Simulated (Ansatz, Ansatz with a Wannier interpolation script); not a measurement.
# Settings in Wannier-interpolated G0W0: BiOBr (P4/nmm)

Aim: vary the Wannier model and the GW settings for BiOBr (P4/nmm) and see what the interpolated bands lose.

Method: maximally localised Wannier functions, LDA, plane waves, PAW, in Ansatz 0.2.0.

The database entry behind the starting cell differs from later determinations by our own check (0.1 to 0.3 % short, probably kX units), so it need not match the best structure at ambient conditions.

## Step 1: The starting structure

The structure is tetragonal, space group P4/nmm (No. 129). Conventional cell: a = 3.916 Å, b = 3.916 Å, c = 8.077 Å, α = 90.00°, β = 90.00°, γ = 90.00°. Bi has 4 O at 2.32 Å and 4 Br at 3.18 Å nearest. Br has 4 Bi at 3.18 Å nearest. Nearest to O lie 4 Bi at 2.32 Å. Farther neighbours and most contacts between anions are not listed.

The cell and positions come from the Crystallography Open Database and are kept as given unless a step says otherwise. Spin-orbit coupling is left out unless a step names it. The default PAW set here is soft_2. Its files were made with PBE.

## Step 2: Wannier model on 8×8×4

Localised functions give a small Hamiltonian that interpolates between mesh points at no cost.

The input, input.yaml:

```yaml
crystal:
  lattice:
    - [3.916, 0.0, 0.0]
    - [0.0, 3.916, 0.0]
    - [0.0, 0.0, 8.077]
  atoms:
    - { symbol: Bi, position: [0.0, 0.5, 0.154] }
    - { symbol: Bi, position: [0.5, 0.0, 0.846] }
    - { symbol: Br, position: [0.0, 0.5, 0.653] }
    - { symbol: Br, position: [0.5, 0.0, 0.347] }
    - { symbol: O, position: [0.0, 0.0, 0.0] }
    - { symbol: O, position: [0.5, 0.5, 0.0] }
kpoints:
  mp_grid: { grid: [4, 4, 2] }
hamiltonian:
  xc: lda
scf:
  occupations: { method: fixed }
  n_extra_bands: 65
output:
  wannier:
    kmesh: [8, 8, 4]
    projections:
      - { species: Bi, l: p, shell: 6 }
      - { species: Br, l: p, shell: 4 }
      - { species: O, l: p, shell: 2 }
    minimise: true
    write_hr: true
    seedname: w
    conv_tol: 1.0e-07
    max_iter: 4000
    disentanglement:
      window: [1.91, 15.33]
      frozen_window: [1.91, 12.33]
      conv_tol: 1.0e-08
```

Run with:

```sh
> ansatz run input.yaml --threads 3 --pin off --max-ram 92160MiB --backend cuda --events-out ev --progress --plain --runs-dir out --devices 1 --max-vram 13GiB
```

Numbers of over 12 decimals in the logs are rounded to 6 here.

Log:

```text
scf.n_extra_bands = 65 over 28 filled bands (N_el = 56.0): the run solves 93 bands
GPUs: using 1 of 1 available (devices: 1).
Engine: ansatz 0.2.0, x86_64-unknown-linux-gnu
Pseudopotentials: kind: paw
Pseudopotential: Bi, paw, valence charge 15, recommended cutoff 420 eV (normal), Bi.paw.azcp
Pseudopotential: Br, paw, valence charge 7, recommended cutoff 420 eV (normal), Br.paw.azcp
Pseudopotential: O, paw, valence charge 6, recommended cutoff 420 eV (normal), O.paw.azcp
Functional definition: SPW92
  exchange = slater_x
  correlation = pw_c
device memory: the entry about to start is reckoned to put 3.1 GiB on a device that reports 49.6 GiB free (of which the cap on the GPU budget leaves the run 13.0 GiB)
GPU FFT provider: cuFFT
GPU libraries: cuBLAS 13.8.2, cuFFT 12.4.0, cuSOLVER 12.3.4
Crystal: 6 atoms, lattice volume = 123.861 Å³
Basis set: ecut = 420 eV, 2419 PW (Γ)
Bands: 93, of which v1, the nominal top of the filled ones, is band 28 counted from 1 (27 counted from 0)
Symmetry: 16 space group operations
Space group: P4/nmm (ITA 129), of the structure as read, at distance tolerance 5.0e-5 Å
k-points: 12 of 32
Non-local potential: Bi, projectors of the file, l = 0: 2, l = 1: 2, l = 2: 2, l = 3: 2
Non-local potential: Br, projectors of the file, l = 0: 2, l = 1: 2, l = 2: 2
Non-local potential: O, projectors of the file, l = 0: 2, l = 1: 2, l = 2: 1
PAW form: soft (Blöchl's): semilocal exchange-correlation on the pseudo side does not see the compensation charge
PAW frozen core: Bi, regenerated for the run's functional, and the local potential with it (the file was generated under x = pbe(κ = 0.804, μ = 0.219515), c = pbe(β = 0.066725))
PAW frozen core: Br, regenerated for the run's functional, and the local potential with it (the file was generated under x = pbe(κ = 0.804, μ = 0.219515), c = pbe(β = 0.066725))
PAW frozen core: O, regenerated for the run's functional, and the local potential with it (the file was generated under x = pbe(κ = 0.804, μ = 0.219515), c = pbe(β = 0.066725))
PAW one-centre angular grid: Bi, 590 points (default); XC on 64 Gauss nodes
PAW one-centre angular grid: Br, 110 points (default); XC on 64 Gauss nodes
PAW one-centre angular grid: O, 110 points (default); XC on 64 Gauss nodes
Initial density: superposition of atomic densities (neutral atoms: chi_scale 0, normalization atom), corrected by the library's trained network
Initial wavefunctions: pseudopotential atomic-orbital guess
GPU buffer pool allocated for 39366 grid points (all kernels)
GPU transforms: local potential and band sums: pruned to the plane-wave sphere, on 27×27×54
Functional: x = slater, c = lda
SCF iter   1: F=—  HF=-30671.924066 eV  |F-HF|=—  |Δ(HF+E_count)|=         —  Δρ=1.11e-2  dr2=1.42e-1  ethr=1.77e-3  ⟨swp⟩=5.0  Hψ=3848  notcnv=0  defer=746
[...]
SCF iter   5: F=—  HF=-30671.888019 eV  |F-HF|=—  |Δ(HF+E_count)|=   1.49e-4  Δρ=1.82e-4  dr2=2.50e-5  ethr=1.22e-6  ⟨swp⟩=2.4  Hψ=683  notcnv=0  defer=720
SCF iter   6: F=—  HF=-30671.888215 eV  |F-HF|=—  |Δ(HF+E_count)|=   1.97e-4  Δρ=2.59e-5  dr2=9.30e-7  ethr=4.47e-8  ⟨swp⟩=2.9  Hψ=983  notcnv=0  defer=712
SCF iter   7: F=-30671.888215 eV  HF=-30671.888215 eV  |F-HF|=1.31e-8  |Δ(HF+E_count)|=   1.40e-7  Δρ=7.47e-6  dr2=4.93e-8  ethr=1.79e-10  ⟨swp⟩=14.8  Hψ=10331  notcnv=0
SCF 1 converged in 7 iterations: F = -30671.888215 eV  dr2 = 4.93e-8
[...]
device memory: the entry about to start is reckoned to put 3.8 GiB (of the 3.9 GiB reckoned in all, the device holds 0.1 GiB already) on a device that reports 49.7 GiB free (of which the cap on the GPU budget leaves the run 13.0 GiB)
NSCF: frozen V_eff on 12 k-points
[...]
device memory: the entry about to start is reckoned to put 3.0 GiB on a device that reports 49.5 GiB free (of which the cap on the GPU budget leaves the run 13.0 GiB)
NSCF: frozen V_eff on 49 k-points
the Wannier pass solved 49 of the 256 points of its mesh, and has the states at the others by symmetry: states obtained by the crystal's operations at points that were solved too leave a residual of 4.67e-13 eV (read by the count's bands and the next), within 6.67e-6 eV
SCF converged after 7 iterations
Free energy (F): -30671.888215 eV
Harris-Foulkes:  -30671.888215 eV  (|F-HF|=1.31e-8)
Internal energy: -30671.888215 eV  (E = F + TS)
E sigma→0 (E₀):  -30671.888215 eV
Fermi energy:    7.174529 eV
--- Per-component energies (eV) ---
  E_band       = -239.490959
  E_kinetic    = 1219.291862
  E_local      = -5452.941954  (includes V_loc(G=0)·N_el)
  E_nonlocal   = 1379.504637
  E_hartree    = 1989.924158
  E_xc         = -970.778547
  E_vxc        = -688.185437  (∫ρ·V_xc dr)
  E_paw        = -25321.059421  (= ΣΔE_a)
  E_vpaw       = -677.017869  (= ΣTr[D̂ρ^β])
  E_aug_tail   = 0.003956  (compensation charges beyond the density's cutoff)
  E_ewald      = -3516.430001
  E_core_change = 0.597096  (= ΣΔE_core)
  E_smearing   = -0.000000  (= −TS)
  E_closure    = 0.000000  (closes the sum)
  Σ components = -30671.888215   (vs F -30671.888215, Δ=0.00e0)
--- Band table (eV; the first three rows and the last of 12) ---
  k-point 0: bands = [... 24 lower, 6.2363, 6.5048, 6.5048, 6.5707, 9.5219, 10.4336, 12.1099, 12.1099, ... 61 higher]
  k-point 1: bands = [... 24 lower, 6.2999, 6.8204, 6.8204, 7.1241, 9.3334, 9.6154, 11.9342, 11.9342, ... 61 higher]
  k-point 2: bands = [... 24 lower, 6.6604, 6.7123, 6.9511, 7.1346, 11.0739, 11.3342, 11.3982, 11.8780, ... 61 higher]
  k-point 11: bands = [... 24 lower, 6.1493, 6.1493, 6.2251, 6.2251, 11.2205, 11.2205, 12.4909, 12.4909, ... 61 higher]
Wannier search: line search 1 of at most 4000: gauge-dependent spread (as the search counts it) 1.4412044 Å², largest recent change 3.4e-1 Å² and fall left 1.5e-4 Å² against conv_tol 1.0e-7 Å², 0 stops escaped
WARN: <dir> 1170 periodic images of 1090 elements of H(R) lie 4.88e-4 to 1.95e-3 Å beyond their element's nearest image, near the 9.77e-4 Å window within which an element is shared among its images; whether they share it moves the interpolated H(k) by 1.1e-3 eV (Frobenius norm, root mean square over the Brillouin zone); at the model's own mesh points H(k) does not change
```

It took 13 s on 1 × NVIDIA H100 80GB HBM3 (shared by 6 runs) with 3 threads of AMD EPYC 7R13 (Zen 3), shared host; peak memory 1.2 GiB.

The column dr2 measures how far the density is from self-consistency, as an energy; F and HF (Harris–Foulkes) agree once it is small.

This step gave:

- gauge-invariant spread: 33.87 Å²
- diagonal spread: 0.03672 Å²
- off-diagonal spread: 1.256 Å²
- total spread: 35.16 Å²
- least projectability: 0.4783
- localisation steps: 55
- disentanglement steps: 20
- r.m.s. interpolation error: 5.26e-4 eV
- r.m.s. error near the gap: 5.93e-4 eV

Near the gap the model misses directly solved bands by 0.6 meV r.m.s. and by 8 meV at most in the window tested. This tests the starting bands, not the corrections carried with them.

## Step 3: Wannier model on 4×4×2

Changes to input.yaml since step 2:

```diff
@@ -21,3 +21,3 @@
   wannier:
-    kmesh: [8, 8, 4]
+    kmesh: [4, 4, 2]
     projections:
```

Log:

```text
[...]
GPUs: using 1 of 1 available (devices: 1).
[...]
GPU FFT provider: cuFFT
GPU libraries: cuBLAS 13.8.2, cuFFT 12.4.0, cuSOLVER 12.3.4
Crystal: 6 atoms, lattice volume = 123.861 Å³
Basis set: ecut = 420 eV, 2419 PW (Γ)
Bands: 93, of which v1, the nominal top of the filled ones, is band 28 counted from 1 (27 counted from 0)
Symmetry: 16 space group operations
[...]
k-points: 12 of 32
[...]
GPU buffer pool allocated for 39366 grid points (all kernels)
[...]
SCF iter   1: F=—  HF=-30671.924066 eV  |F-HF|=—  |Δ(HF+E_count)|=         —  Δρ=1.11e-2  dr2=1.42e-1  ethr=1.77e-3  ⟨swp⟩=5.0  Hψ=3848  notcnv=0  defer=746
[...]
SCF iter   7: F=-30671.888215 eV  HF=-30671.888215 eV  |F-HF|=1.31e-8  |Δ(HF+E_count)|=   1.40e-7  Δρ=7.47e-6  dr2=4.93e-8  ethr=1.79e-10  ⟨swp⟩=14.8  Hψ=10331  notcnv=0
SCF 1 converged in 7 iterations: F = -30671.888215 eV  dr2 = 4.93e-8
[...]
NSCF: frozen V_eff on 12 k-points
[...]
SCF converged after 7 iterations
Free energy (F): -30671.888215 eV
[...]
Internal energy: -30671.888215 eV  (E = F + TS)
E sigma→0 (E₀):  -30671.888215 eV
Fermi energy:    7.174529 eV
[...]
--- Band table (eV; the first three rows and the last of 12) ---
  k-point 0: bands = [... 24 lower, 6.2363, 6.5048, 6.5048, 6.5707, 9.5219, 10.4336, 12.1099, 12.1099, ... 61 higher]
  k-point 1: bands = [... 24 lower, 6.2999, 6.8204, 6.8204, 7.1241, 9.3334, 9.6154, 11.9342, 11.9342, ... 61 higher]
  k-point 2: bands = [... 24 lower, 6.6604, 6.7123, 6.9511, 7.1346, 11.0739, 11.3342, 11.3982, 11.8780, ... 61 higher]
  k-point 11: bands = [... 24 lower, 6.1493, 6.1493, 6.2251, 6.2251, 11.2205, 11.2205, 12.4909, 12.4909, ... 61 higher]
[...]
```

Elapsed: 7.4 s, on 1 × NVIDIA H100 80GB HBM3 (shared by 6 runs) with 3 threads; peak memory 0.99 GiB; 6.2 s of CPU time.

Numbers from this step:

| Quantity | Value |
| --- | --- |
| gauge-invariant spread | 31.08 Å² |
| diagonal spread | 0.05972 Å² |
| off-diagonal spread | 1.444 Å² |
| total spread | 32.58 Å² |
| least projectability | 0.4783 |
| localisation steps | 28 |
| disentanglement steps | 3 |
| r.m.s. interpolation error | 0.008204 eV |
| r.m.s. error near the gap | 0.009122 eV |

Near the gap the model misses directly solved bands by 9.1 meV r.m.s. and by 64 meV at most in the window tested. This tests the starting bands, not the corrections carried with them.

Frozen up to 5.03 eV; above it the model need not follow the bands. Electronic bands along the path, in eV, zero at the valence-band top; v1 is the highest filled band, c1 the lowest empty one:

```csv
point,v4,v3,v2,v1,c1,c2,c3,c4
Γ,-1.06,-0.79,-0.79,-0.72,2.23,3.14,4.82,4.82
halfway,-0.63,-0.58,-0.34,-0.16,3.78,4.04,4.10,4.58
X,-0.55,-0.55,-0.16,-0.16,4.22,4.22,4.75,4.75
halfway,-0.97,-0.97,-0.97,-0.97,3.91,3.91,4.82,4.82
M,-1.07,-1.07,-0.80,-0.80,3.23,3.23,4.97,4.97
halfway,-0.88,-0.52,-0.39,-0.37,3.34,4.37,4.73,4.77
Γ,-1.06,-0.79,-0.79,-0.72,2.23,3.14,4.82,4.82
halfway,-1.10,-0.60,-0.60,-0.46,2.10,2.79,4.73,4.73
Z,-0.99,-0.47,-0.47,-0.17,2.04,2.32,4.64,4.64
halfway,-0.93,-0.52,-0.42,-0.26,3.58,3.83,4.66,4.69
R,-0.56,-0.56,-0.12,-0.12,4.04,4.04,4.80,4.80
halfway,-1.10,-1.10,-0.51,-0.51,3.52,3.52,5.26,5.26
A,-1.15,-1.15,-1.07,-1.07,3.93,3.93,5.20,5.20
halfway,-1.18,-1.05,-0.36,-0.29,3.00,4.22,4.95,5.12
Z,-0.99,-0.47,-0.47,-0.17,2.04,2.32,4.64,4.64
jump to X,-0.55,-0.55,-0.16,-0.16,4.22,4.22,4.75,4.75
halfway,-0.55,-0.55,-0.14,-0.14,4.13,4.13,4.78,4.78
R,-0.56,-0.56,-0.12,-0.12,4.04,4.04,4.80,4.80
jump to M,-1.07,-1.07,-0.80,-0.80,3.23,3.23,4.97,4.97
halfway,-1.07,-1.07,-0.97,-0.97,3.54,3.54,5.09,5.09
A,-1.15,-1.15,-1.07,-1.07,3.93,3.93,5.20,5.20
```

The same for Kohn-Sham, solved directly:

```
point     v4     v3     v2     v1    c1    c2    c3    c4
    Γ  -1.06  -0.79  -0.79  -0.72  2.23  3.14  4.82  4.82
    X  -0.55  -0.55  -0.16  -0.16  4.22  4.22  4.75  4.75
    M  -1.07  -1.07  -0.80  -0.80  3.23  3.23  4.97  4.97
    Γ  -1.06  -0.79  -0.79  -0.72  2.23  3.14  4.82  4.82
    Z  -0.99  -0.47  -0.47  -0.17  2.04  2.32  4.64  4.64
    R  -0.56  -0.56  -0.12  -0.12  4.04  4.04  4.80  4.80
    A  -1.15  -1.15  -1.07  -1.07  3.93  3.93  5.20  5.20
    Z  -0.99  -0.47  -0.47  -0.17  2.04  2.32  4.64  4.64
    X  -0.55  -0.55  -0.16  -0.16  4.22  4.22  4.75  4.75
    R  -0.56  -0.56  -0.12  -0.12  4.04  4.04  4.80  4.80
    M  -1.07  -1.07  -0.80  -0.80  3.23  3.23  4.97  4.97
    A  -1.15  -1.15  -1.07  -1.07  3.93  3.93  5.20  5.20
```

## Step 4: A faulty Wannier input

Changes to input.yaml since step 3:

```diff
@@ -30,3 +30,3 @@
     conv_tol: 1.0e-07
-    max_iter: 4000
+    max_iter: 3
     disentanglement:
```

Run with:

```sh
> ansatz run input.yaml --threads 3 --pin off --max-ram 92160MiB --backend cpu --events-out ev --progress --plain --runs-dir out
```

Log:

```text
Error: invalid value for `output.wannier.max_iter`: must be ≥ 5; got 3
```

Elapsed: 0.13 s, on 3 threads; peak memory 0.1 GiB.

The input was rejected at the start.

The program's message: “Error: invalid value for `output.wannier.max_iter`: must be ≥ 5; got 3”

The fault put into this input: too few iterations.

## Step 5: G0W0: 4×4×2 mesh, 516 empty bands, screening to 150 eV

Now the one-shot GW correction: screening in the RPA, then the self-energy of the levels asked for.

This step: G0W0 on LDA, plane waves, PAW.

input.yaml, the sections that differ from step 4:

```yaml
scf:
  occupations: { method: fixed }
gw:
  n_empty_bands: 516
  ecut_chi: 150.0
  qp_bands: [v12, c5]
  screening: { model: contour_deformation }
# crystal, kpoints, hamiltonian: as in step 4
# output: removed
```

Run with:

```sh
> ansatz run input.yaml --threads 3 --pin off --max-ram 92160MiB --backend cuda --events-out ev --progress --plain --runs-dir out --devices 1 --max-vram 13GiB
```

Log:

```text
GPUs: using 1 of 1 available (devices: 1).
[...]
GPU FFT provider: cuFFT
GPU libraries: cuBLAS 13.8.2, cuFFT 12.4.0, cuSOLVER 12.3.4
Crystal: 6 atoms, lattice volume = 123.861 Å³
Basis set: ecut = 420 eV, 2419 PW (Γ)
Bands: 34, of which v1, the nominal top of the filled ones, is band 28 counted from 1 (27 counted from 0)
Symmetry: 16 space group operations
[...]
k-points: 12 of 32
[...]
0    24      6.2362   -19.6350     2.7857   -16.1110  0.7400     5.4853     5.4980  root
[...]
11    30     11.2205   -11.9444    -3.8517   -16.3870  0.7888    11.8158    11.8113  root
    11    31     12.4909   -11.8282    -4.3089   -16.9324  0.7669    13.2970    13.2862  root
    11    32     12.4909   -11.8282    -4.3089   -16.9324  0.7669    13.2970    13.2862  root
    11    33     12.8916   -11.4933    -4.2215   -16.4924  0.7659    13.6797    13.6692  root
[key lines of the parts left out:]
SCF converged after 7 iterations
Free energy (F): -30671.888215 eV
Fermi energy:    7.174507 eV
```

Run time: 35 s. Hardware: 1 × NVIDIA H100 80GB HBM3 (shared by 6 runs) with 3 threads; peak memory 1.6 GiB.

The G0W0 gap on the mesh is 3.197 eV.

## Step 6: G0W0: 8×8×4 mesh, 182 empty bands, screening to 75 eV

Changes to input.yaml since step 5:

```diff
@@ -13,3 +13,3 @@
 kpoints:
-  mp_grid: { grid: [4, 4, 2] }
+  mp_grid: { grid: [8, 8, 4] }
 hamiltonian:
@@ -19,4 +19,4 @@
 gw:
-  n_empty_bands: 516
-  ecut_chi: 150.0
+  n_empty_bands: 182
+  ecut_chi: 75
   qp_bands: [v12, c5]
```

Log:

```text
GPUs: using 1 of 1 available (devices: 1).
[...]
GPU FFT provider: cuFFT
GPU libraries: cuBLAS 13.8.2, cuFFT 12.4.0, cuSOLVER 12.3.4
Crystal: 6 atoms, lattice volume = 123.861 Å³
Basis set: ecut = 420 eV, 2419 PW (Γ)
Bands: 34, of which v1, the nominal top of the filled ones, is band 28 counted from 1 (27 counted from 0)
Symmetry: 16 space group operations
[...]
k-points: 45 of 256
[...]
0    24      6.2312   -19.5750     3.0311   -16.1123  0.7445     5.7956     5.7995  root
[...]
44    30     11.2201   -11.9711    -3.4956   -16.3848  0.7941    12.1489    12.1383  root
    44    31     12.4928   -11.8373    -3.9395   -16.9304  0.7718    13.6711    13.6464  root
    44    32     12.4928   -11.8373    -3.9395   -16.9304  0.7718    13.6711    13.6464  root
    44    33     12.8921   -11.5095    -3.8793   -16.4913  0.7706    14.0176    13.9946  root
[key lines of the parts left out:]
SCF converged after 7 iterations
Free energy (F): -30671.899555 eV
Fermi energy:    7.280985 eV
```

The job ended after 2.4 min (1 × NVIDIA H100 80GB HBM3 (shared by 6 runs) with 3 threads; peak memory 1.8 GiB).

The G0W0 gap on the mesh is 2.880 eV.

## Step 7: G0W0: 4×4×2 mesh, 240 empty bands, screening to 90 eV, plasmon pole

input.yaml, the sections that differ from step 6:

```yaml
kpoints:
  mp_grid: { grid: [4, 4, 2] }
gw:
  n_empty_bands: 240
  ecut_chi: 90
  qp_bands: [v12, c5]
  screening: { model: godby_needs }
# crystal, hamiltonian, scf: as in step 6
```

Log:

```text
GPUs: using 1 of 1 available (devices: 1).
[...]
GPU FFT provider: cuFFT
GPU libraries: cuBLAS 13.8.2, cuFFT 12.4.0, cuSOLVER 12.3.4
Crystal: 6 atoms, lattice volume = 123.861 Å³
Basis set: ecut = 420 eV, 2419 PW (Γ)
Bands: 34, of which v1, the nominal top of the filled ones, is band 28 counted from 1 (27 counted from 0)
Symmetry: 16 space group operations
[...]
k-points: 12 of 32
[...]
0    24      6.2362   -19.6350     2.9623   -16.1110  0.7924     5.6711     5.6745  root
[...]
11    30     11.2205   -11.9444    -3.5729   -16.3870  0.8141    12.0954    12.0901  root
    11    31     12.4909   -11.8282    -3.9532   -16.9324  0.7945    13.6428    13.6419  root
    11    32     12.4909   -11.8282    -3.9532   -16.9324  0.7945    13.6428    13.6419  root
    11    33     12.8916   -11.4933    -3.9098   -16.4924  0.7995    13.9886    13.9810  root
[key lines of the parts left out:]
SCF converged after 7 iterations
Free energy (F): -30671.888215 eV
Fermi energy:    7.174507 eV
```

Run time: 31 s. Hardware: 1 × NVIDIA H100 80GB HBM3 (shared by 6 runs) with 3 threads; peak memory 1.4 GiB; 61 s of CPU time.

The G0W0 gap on the mesh is 3.039 eV.

## Step 8: Interpolated results

Times are wall times on 1 × NVIDIA H100 80GB HBM3 (shared by 6 runs) with 3 threads of AMD EPYC 7R13 (Zen 3), shared host, good to a factor of about two.

```
GW mesh  empty bands  cutoff (eV)            frequency  gap on mesh (eV)  gap over zone (eV)  direct gap (eV)  valence width (eV)  GW time
  4×4×2          516          150  contour deformation             3.197               2.987            3.428               5.139     35 s
  8×8×4          182           75  contour deformation             2.880               2.863            3.280               5.283  2.4 min
  4×4×2          240           90         plasmon pole             3.039               2.813            3.330               5.552     31 s
```

## Step 9: Results

```json
{"4×4×2 mesh, 516 empty bands, screening to 150 eV": "2.99 eV", "8×8×4 mesh, 182 empty bands, screening to 75 eV": "2.86 eV", "4×4×2 mesh, 240 empty bands, screening to 90 eV, plasmon pole": "2.81 eV"}
```

The largest change, −0.17 eV in the gap over the zone, comes with 4×4×2 mesh, 240 empty bands, screening to 90 eV, plasmon pole. The first run is a reference, not a converged one, and where a row moves several settings no single cause can be named. Rows on another GW mesh add that mesh's corrections to the bands of the one model. Coarser Wannier mesh (4×4×2): the miss near the gap goes from under 1 (the model on 8×8×4) to 9 meV and the total spread from 35.2 to 32.6 Å². With 8×8×4 mesh, 182 empty bands, screening to 75 eV the gap over the zone moves by −0.12 eV and that on the mesh by −0.32 eV. With 4×4×2 mesh, 240 empty bands, screening to 90 eV, plasmon pole the gap over the zone moves by −0.17 eV and that on the mesh by −0.16 eV. Gaps over the zone and on the mesh differ where an edge lies off the mesh, or where a GW run starts from another density: the starting gap over the zone is 2.039 eV, on the GW meshes it is 2.159 eV and 2.055 eV. The 4×4×2 mesh is coarse for this cell (its supercell is 16 Å along the shortest edge). The RPA ε∞ on it, from the LDA start, is 5.58 and 7.55; such meshes misread the long-range screening, most where the gap is narrow. Where an edge is built on 6p states of lead, bismuth or thallium, scalar-relativistic gaps usually stand too wide, by a few tenths to over one eV. The many-body steps are scalar-relativistic: spin-orbit coupling is not in them.

[Paths, hosts, dates, memory and timing lines, banners, echoed tables and standing remarks are left out of the program output.]

[Logs are printed without paths, hosts, clocks, repeated set-up lines and the standing remarks that a program may print on its own settings, such as how far it seeks lower states.]

[Runs of the session that timed out or met a known fault of the program may be left out.]

[Hosts, paths, dates, database ids (printed as entryN), source tags and the programs' standing remarks are cut or masked in the printed files.]
